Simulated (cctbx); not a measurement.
**Reading a Patterson map**

Space group Im-3m (no. 229), a = 9.2490 Å, b = 9.2490 Å, c = 9.2490 Å, α = 90.00°, β = 90.00°, γ = 90.00°, content Sm12 Ru24 Zn8.

The data are simulated with cctbx, not measured: Mo Kα, λ = 0.71073 Å, to d = 0.65 Å, 70 % of the full sphere, strongest reflection 40000 counts, noise from counting, a 2 % proportional error and a noise floor of 4 counts (s.d.); no absorption.

Patterson synthesis from sharpened amplitudes, origin scaled to 1000:

```text
Patterson group I m -3 m
      u       v       w   height  length (A)
  0.000   0.000   0.000   1000.0     0.00
  0.000   0.350   0.350    300.2     4.58
  0.000   0.285   0.285    190.5     3.72
  0.171   0.171   0.171    182.6     2.74
  0.000   0.000   0.315    129.0     2.92
  0.000   0.000   0.421    111.4     3.89
  0.000   0.042   0.335    103.8     3.12
  0.000   0.069   0.069     44.4     0.90
  0.000   0.000   0.103     38.7     0.95
  0.000   0.235   0.235     34.8     3.08
  0.000   0.042   0.500     31.7     4.64
  0.000   0.418   0.418     25.9     5.47
  0.089   0.089   0.214     24.8     2.30
  0.080   0.136   0.264     22.8     2.84
```

**Question.** Which atom pairs make the peaks, and where is the heaviest atom?

A peak at u stands for all pairs with xi − xj = u, with weight Σ ZiZj against Σ Z² = 99792 at the origin. Peak heights follow these weights only roughly, since form factors, motion and series ripples differ, all vectors within 0.55 Å of a peak are counted as merged into it though the farther ones add only part of their weight, and F(000) is left out, which lowers the whole map:

| u | v | w | shortest length (Å) | height | 1000 ΣZiZj/ΣZ² | pairs in the cell |
| --- | --- | --- | --- | --- | --- | --- |
| 0.000 | 0.350 | 0.350 | 4.58 | 300 | 413 | 8 × Sm–Ru, 10 × Ru–Ru |
| 0.000 | 0.285 | 0.285 | 3.73 | 190 | 193 | 4 × Sm–Sm, 2 × Ru–Ru |
| 0.171 | 0.171 | 0.171 | 2.74 | 183 | 561 | 12 × Sm–Ru, 12 × Ru–Ru |
| 0.000 | 0.000 | 0.315 | 2.91 | 129 | 155 | 8 × Ru–Ru |
| 0.000 | 0.000 | 0.421 | 3.89 | 111 | 77 | 2 × Sm–Sm |
| 0.000 | 0.042 | 0.335 | 3.12 | 104 | 265 | 8 × Ru–Ru, 4 × Sm–Ru |

The table stops at ten peaks or at a height of 45, below which ripples compete. In the model behind the data Sm, the heaviest element, has 1 independent site: (0.7096, 0, 0), up to an allowed shift of origin; the Sm–Sm vectors are differences of these positions and their symmetry mates. The whole model:

```csv
atom,mult.,x,y,z,Ueq (Å²)
Sm1,12,0.7096,0,0,0.0151
Ru1,24,1/2,0.1565,0.1565,0.0149
Zn1,8,1/4,1/4,1/4,0.0210
```

The model is made up (kin elements in a known structure type, no relaxation), so it says nothing on whether the phase exists.

[Logs are printed without paths, hosts, clocks, repeated set-up lines and the standing remarks that a program may print on its own settings, such as how far it seeks lower states.]
